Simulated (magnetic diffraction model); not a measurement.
# Which magnetic order? Ce₂Mg₅Pb

Space group Cmcm (no. 63), a = 4.9070 Å, b = 18.1170 Å, c = 9.6560 Å.

```csv
site,atom,x,y,z
4c,Pb,1/2,0.0555,1/4
4a,Ce,0,0,0
4c,Ce,0,0.2061,1/4
4c,Mg,0,0.3964,1/4
8f,Mg,0,0.3424,0.9872
8f,Mg,0,0.1855,0.8985
```

The compound is invented for this exercise: a known structure type with other elements, its cell scaled to their sizes and not relaxed.

Only Ce is taken to order (form factors of Ce3+); orders and moment sizes are assumed, and not adapted to the symmetry. Radiation: neutrons of λ = 2.0775 Å, 2° to 55°; isotropic B of 0.21 Å² (Pb), 0.24 Å² (Ce) and 0.35 Å² (Mg). The intensities are simulated: I ∝ L Σ (|F_N|² + |F_M⊥|²) for unpolarised neutrons, with F_M = 2.695 fm/μB × Σ f(s) S exp(2πi Q·r) exp(−B s²) at Q = H ± k (one set where k and −k are equivalent), only the part normal to Q counting and L = 1/(sin²θ cos θ). For a modulated order the moment at position r is S exp(−2πi k·r) + c.c., with S = m/2 for a sine wave of amplitude m and S = m(u + iv)/2 for moments turning in a plane, u and v being orthogonal unit vectors in it; the phase factor of the sum at Q = H + k is then exp(2πi H·r). Form factors are spin-only for 3d ions and dipole or tabulated for f ions, scattering lengths are Sears's of 1992, and absorption is left out. A label names one of the reflections at its angle. The strongest nuclear line in the range is 100, and lines under 0.2 are left out.

Above the ordering temperature:

| 2θ (°) | index | I |
| --- | --- | --- |
| 13.17 | (0 2 0) | 3.3 |
| 25.34 | (1 1 0) | 24.8 |
| 26.52 | (0 4 0) | 2.2 |
| 28.22 | (0 2 2) | 9.9 |
| 28.28 | (1 1 1) | 1.9 |
| 29.35 | (0 4 1) | 15.9 |
| 34.10 | (1 3 1) | 7.3 |
| 35.78 | (1 1 2) | 50.5 |
| 36.66 | (0 4 2) | 0.5 |
| 40.06 | (0 2 3) | 9.9 |
| 40.24 | (0 6 0) | 15.6 |
| 40.66 | (1 3 2) | 95.3 |
| 41.75 | (1 5 0) | 73.1 |
| 42.26 | (0 6 1) | 19.2 |
| 43.71 | (1 5 1) | 6.8 |
| 45.93 | (1 1 3) | 57.3 |
| 46.65 | (0 4 3) | 3.9 |
| 47.88 | (0 6 2) | 65.9 |
| 49.20 | (1 5 2) | 8.4 |
| 49.99 | (1 3 3) | 17.3 |
| 50.10 | (2 0 0) | 100.0 |
| 50.97 | (0 0 4) | 30.5 |
(The table stops after 22 lines; 4 more lie at higher angle.)

Below it (cell unchanged):

```tsv
2θ (°)	I
13.17	3.3
13.77	16.8
14.51	2.0
19.10	13.7
19.44	6.1
23.09	8.5
25.34	24.8
26.52	2.2
27.07	1.2
27.23	1.4
28.22	9.9
28.28	1.9
28.89	0.9
29.35	15.9
29.86	6.0
30.00	3.5
31.42	2.3
31.74	3.1
33.88	4.2
34.10	7.3
35.78	50.5
36.66	0.5
36.79	0.7
37.08	1.0
37.19	1.4
38.18	1.7
38.95	4.0
40.06	9.9
40.24	15.6
40.35	3.5
40.46	2.1
40.55	2.6
40.66	95.3
40.74	0.7
41.75	73.1
42.26	19.2
```
(The table stops after 36 lines; 31 more lie at higher angle.)

**Question.** Find the propagation vector, then choose among these models:
A. a sine wave with moments along [100] (amplitudes given), 1.9 μB on Ce; signs + at (0, 0, 0), − at (0, 0, 1/2), − at (0, 0.2061, 1/4), + at (1/2, 0.2939, 3/4)
B. moments turning in the plane of [010] and [001], 1.9 μB on Ce; signs + at (0, 0, 0), − at (0, 0, 1/2), − at (0, 0.2061, 1/4), + at (1/2, 0.2939, 3/4)
C. a sine wave with moments along [010] (amplitudes given), 1.9 μB on Ce; signs + at (0, 0, 0), − at (0, 0, 1/2), − at (0, 0.2061, 1/4), + at (1/2, 0.2939, 3/4)
D. a sine wave with moments along [001] (amplitudes given), 1.9 μB on Ce; signs + at (0, 0, 0), − at (0, 0, 1/2), − at (0, 0.2061, 1/4), + at (1/2, 0.2939, 3/4)

The new lines index as (1/4 0 1) at 13.77°, (1/4 2 0) at 14.51°, (1/4 2 1) at 19.10° and (3/4 1 0) at 19.44°, that is as H ± k with k = (1/4 0 0). Satellites come in pairs about each point of the reciprocal lattice.

Magnetic intensity, observed (below minus above) and for each model:

| 2θ (°) | index | observed | A | B | C | D |
| --- | --- | --- | --- | --- | --- | --- |
| 13.77 | (1/4 0 1) | 16.8 | 11.3 | 16.8 | 14.1 | 2.7 |
| 19.10 | (1/4 2 1) | 13.7 | 11.2 | 13.7 | 6.5 | 7.2 |
| 19.44 | (3/4 1 0) | 6.1 | 0.4 | 6.1 | 2.9 | 3.2 |
| 23.09 | (3/4 1 1) | 8.5 | 1.9 | 8.5 | 4.8 | 3.7 |
| 29.86 | (3/4 3 1) | 6.0 | 2.7 | 6.0 | 2.4 | 3.6 |
| 33.88 | (5/4 1 1) | 4.2 | 0.4 | 4.2 | 2.2 | 2.0 |
| 38.95 | (5/4 3 1) | 4.0 | 0.9 | 4.0 | 1.8 | 2.2 |
| 47.46 | (7/4 2 1) | 3.2 | 0.3 | 3.2 | 1.6 | 1.6 |

Model B matches.

The structure used: k = (1/4 0 0), moments turning in the plane of [010] and [001], 1.9 μB on Ce; signs + at (0, 0, 0), − at (0, 0, 1/2), − at (0, 0.2061, 1/4), + at (1/2, 0.2939, 3/4).

[Logs are printed without paths, hosts, clocks, repeated set-up lines and the standing remarks that a program may print on its own settings, such as how far it seeks lower states.]
